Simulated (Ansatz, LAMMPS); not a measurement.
# Glassy 63GeO2-33Na2O-3Sc2O3 (mol %) (92 atoms) under strain, part 4 of 4

Aim: relax glassy 63GeO2-33Na2O-3Sc2O3 (mol %) (92 atoms), then change its volume and shape to read moduli from the stress.

Ansatz 0.2.0; Kohn-Sham DFT, PBE, PAW (set soft_2), plane waves.

The cell: 19 Ge, 20 Na, 2 Sc and 51 O. The quench rate of 25 K/ps is many orders above laboratory rates. The network of bonds at the start is that of the classical potential that made the cell. The Brillouin zone is sampled at Γ only.

So far. Step 11 (Compressed by 1 % along x): The relaxation converged after 5 steps, 0.0534 eV below its start, with a largest force component of 0.038 eV/Å. Step 11 (Compressed by 1 % along x): Compressed by 1 % along x: the energy stands 0.0324 eV above that of the reference, at a pressure of 0.541 GPa.

## (12) Sheared by 2 % in xy

A shear of the relaxed cell gives the modulus that volume changes can't reach.

Input file input.yaml:

```yaml
crystal:
  lattice:
    - [10.94317, 0.28323, 0.02442]
    - [0.28059, 10.6788, 0.05256]
    - [0.02495, 0.0528, 11.04678]
  atoms:
    [... the 92 atom lines of step 4 ...]
kpoints:
  mp_grid: { grid: [1, 1, 1] }
hamiltonian:
  xc: pbe
scf:
  occupations: { method: fermi_dirac, width: 0.05 }
output:
  forces: true
  eigenvalues: true
  stress: true
relax:
  f_tol: 0.05
  max_steps: 70
```

Launch:

```bash
> ansatz run input.yaml --threads 4 --pin off --max-ram 8192MiB --backend cpu --events-out ev --progress --plain --runs-dir out
```

Numbers of over 12 decimals in the logs are rounded to 6 here.

What it wrote:

```text
[...]
Crystal: 92 atoms, lattice volume = 1290.012 Å³
Basis set: ecut = 420 eV, 25199 PW (Γ), exchange–correlation on 150×144×150 points (8 copies of the dense FFT grid, shifted against one another)
Bands: 479, of which v1, the nominal top of the filled ones, is band 387 counted from 1 (386 counted from 0)
Symmetry: 1 space group operations
[...]
k-points: 1
[...]
SCF iter   1: F=—  HF=-144577.931262 eV  |F-HF|=—  |Δ(HF+E_count)|=         —  Δρ=2.17e-3  dr2=6.98e-2  ethr=1.77e-3  ⟨swp⟩=6.0  Hψ=1837  notcnv=0  defer=68
[...]
SCF iter   5: F=—  HF=-144577.930953 eV  |F-HF|=—  |Δ(HF+E_count)|=   6.47e-5  Δρ=1.06e-4  dr2=1.40e-4  ethr=5.49e-8  ⟨swp⟩=2.0  Hψ=705  notcnv=0  defer=82
SCF iter   6: F=-144577.930964 eV  HF=-144577.930962 eV  |F-HF|=2.39e-6  |Δ(HF+E_count)|=   9.17e-6  Δρ=2.98e-5  dr2=1.08e-5  ethr=8.07e-9  ⟨swp⟩=8.0  Hψ=2149  notcnv=0
SCF 1 converged in 6 iterations: F = -144577.930964 eV  dr2 = 1.08e-5
[...]
relax step   1: F+E_penalty+E_count = -144577.93096444 eV  Δ(F+E_penalty+E_count) = +0.000e0 eV  max|allowed force component| = 3.795e-1 eV/Å  Δτ_max = 0.0000 Å  (6 SCF iters, dr2 threshold 6.25e-5 eV, accepted)
[...]
relax step   2: F+E_penalty+E_count = -144577.98287102 eV  Δ(F+E_penalty+E_count) = -5.191e-2 eV  max|allowed force component| = 2.304e-1 eV/Å  Δτ_max = 0.0324 Å  (6 SCF iters, dr2 threshold 9.00e-6 eV, accepted)
[...]
relax step   3: F+E_penalty+E_count = -144578.00890118 eV  Δ(F+E_penalty+E_count) = -2.603e-2 eV  max|allowed force component| = 6.499e-2 eV/Å  Δτ_max = 0.0304 Å  (7 SCF iters, dr2 threshold 3.32e-6 eV, accepted)
relax step   4: F+E_penalty+E_count = -144577.98545107 eV  Δ(F+E_penalty+E_count) = +2.345e-2 eV  max|allowed force component| = 2.561e-1 eV/Å  Δτ_max = 0.1046 Å  (10 SCF iters, rejected (line search))
[...]
relax step   5: F+E_penalty+E_count = -144578.01562629 eV  Δ(F+E_penalty+E_count) = -6.725e-3 eV  max|allowed force component| = 3.931e-2 eV/Å  Δτ_max = 0.0378 Å  (9 SCF iters, accepted)
SCF converged after 9 iterations
Free energy (F): -144578.015626 eV
[...]
Internal energy: -144578.015626 eV  (E = F + TS)
E sigma→0 (E₀):  -144578.015626 eV
Fermi energy:    5.445205 eV
[...]
Σ components = -144578.015626   (vs F -144578.015626, Δ=0.00e0)
--- Forces (eV/Å), atoms counted from 1 ---
  atom   1  Ge     0.02642367    -0.01661901    -0.01746358
  atom   2  Ge    -0.00936881     0.01759334    -0.00681619
  atom   3  Ge     0.00209297    -0.01058293     0.00905804
  atom   4  Ge     0.01601164    -0.01494882    -0.00029608
[...]
atom  92  O      0.00960256     0.00886504     0.00922905
  max |Σ_I F_I| component: 1.40e-4 eV/Å
--- Stress (GPa, compression-positive) ---
        0.000964      -0.373256      -0.002479
       -0.373256      -0.104222      -0.009136
       -0.002479      -0.009136      -0.035738
  P = ⅓ Tr σ = -0.0463 GPa (-0.463 kbar)
--- Band table (eV) ---
[...]
--- Relaxed structure (5 steps of the walk, 4 accepted, 0 SCFs on fresh bases) ---
  F+E_penalty+E_count = -144578.01562629 eV   max|allowed force component| = 3.931e-2 eV/Å
  atoms:
    - { symbol: Ge, position: [0.726003, 0.530694, 0.604941] }
    - { symbol: Ge, position: [0.230652, 0.045733, 0.797112] }
    - { symbol: Ge, position: [0.446830, 0.956058, 0.214784] }
    - { symbol: Ge, position: [0.795857, 0.416280, 0.170943] }
[...]
- { symbol: O, position: [0.388409, 0.087219, 0.793442] }
```

Wall time 60 s (4 threads of Intel Xeon Platinum 8375C at 2.90GHz (Ice Lake), shared host); peak memory 2 GiB.

The relaxation converged after 5 steps, 0.0847 eV below its start, with a largest force component of 0.039 eV/Å.

Sheared by 2 % in xy: the energy stands 0.0232 eV above that of the reference, at a pressure of -0.0463 GPa.

## (13) Pressure against volume

Atoms are relaxed at each volume, in the scaled cell.

```csv
volume change (%),volume (Å³/atom),energy change (meV/atom),pressure (GPa),largest move on relaxing (Å),bonds,gap (eV)
-10,12.621,22.87,5.74,0.76,190,2.41
-6,13.182,8.29,3.33,0.34,183,2.42
-3,13.603,1.88,1.57,0.18,179,2.37
+0,14.023,0.00,0.00,-,179,2.25
+3,14.444,1.81,-1.38,0.12,179,2.14
+6,14.865,6.66,-2.27,0.30,174,2.03
```

## (14) Uniaxial strain and shear

Stress (GPa, compression positive) less that of the relaxed cell, atoms relaxed:

```csv
strain,xx,yy,zz,xy,energy change (meV/atom)
stretched by 1 % along x,-0.960,-0.296,-0.380,0.015,0.29
compressed by 1 % along x,0.948,0.286,0.377,0.017,0.35
sheared by 2 % in xy,-0.002,-0.098,-0.051,-0.382,0.25
```

## (15) Outcome

The bulk modulus, from the slope of pressure against ln V over the three points nearest the relaxed volume, is 49.2 GPa; between neighbouring points the slope runs 55, 56, 51, 47 and 31 GPa from the smallest volume up, without a steady fall, so no pressure derivative is given. The count of bonds runs from 174 to 190 over the series, so at some points contacts cross the cutoffs. At -10 % some atom moved by over 0.5 Å on relaxing, so that point may sit in another local minimum. The gap goes from 2.41 eV at the smallest volume to 2.03 eV at the largest, -2.5 eV per unit of ln V by a straight line, not monotonically (lowest 2.03, highest 2.42 eV), on the run's k-points. In the Cartesian axes of the cell, finite differences give C11 = 95.4, C12 = 29.1, C13 = 37.8 and C66 = 19.1 GPa (the shear of 2 % is the engineering strain, εxy = 0.01). The mean of C11, C12 and C13, which equals the bulk modulus in a cubic or isotropic solid, is 54.1 GPa: it lies 10 % over the bulk modulus from the volumes. For an isotropic solid C66 would equal (C11 − C12)/2 = 33.2 GPa; so small a sample needn't be isotropic, and C66 rests on one shear. The two differ too much for isotropic moduli to be formed.

Caveats: Strains are finite and relaxations stop at the force tolerance of the input, which can leave moduli too stiff; they are those of a static cell at zero temperature. Volumes are changed with the cell's shape held, so in an anisotropic solid the modulus lies over the one under free hydrostatic load. The program notes that the SCF threshold of the relaxations is loose for the stress.

The DFT runs together took 19 min of wall time.

[Logs are printed without paths, hosts, clocks, repeated set-up lines and the standing remarks that a program may print on its own settings, such as how far it seeks lower states.]

[Hosts, paths, dates, database ids (printed as entryN), source tags and the programs' standing remarks are cut or masked in the printed files.]
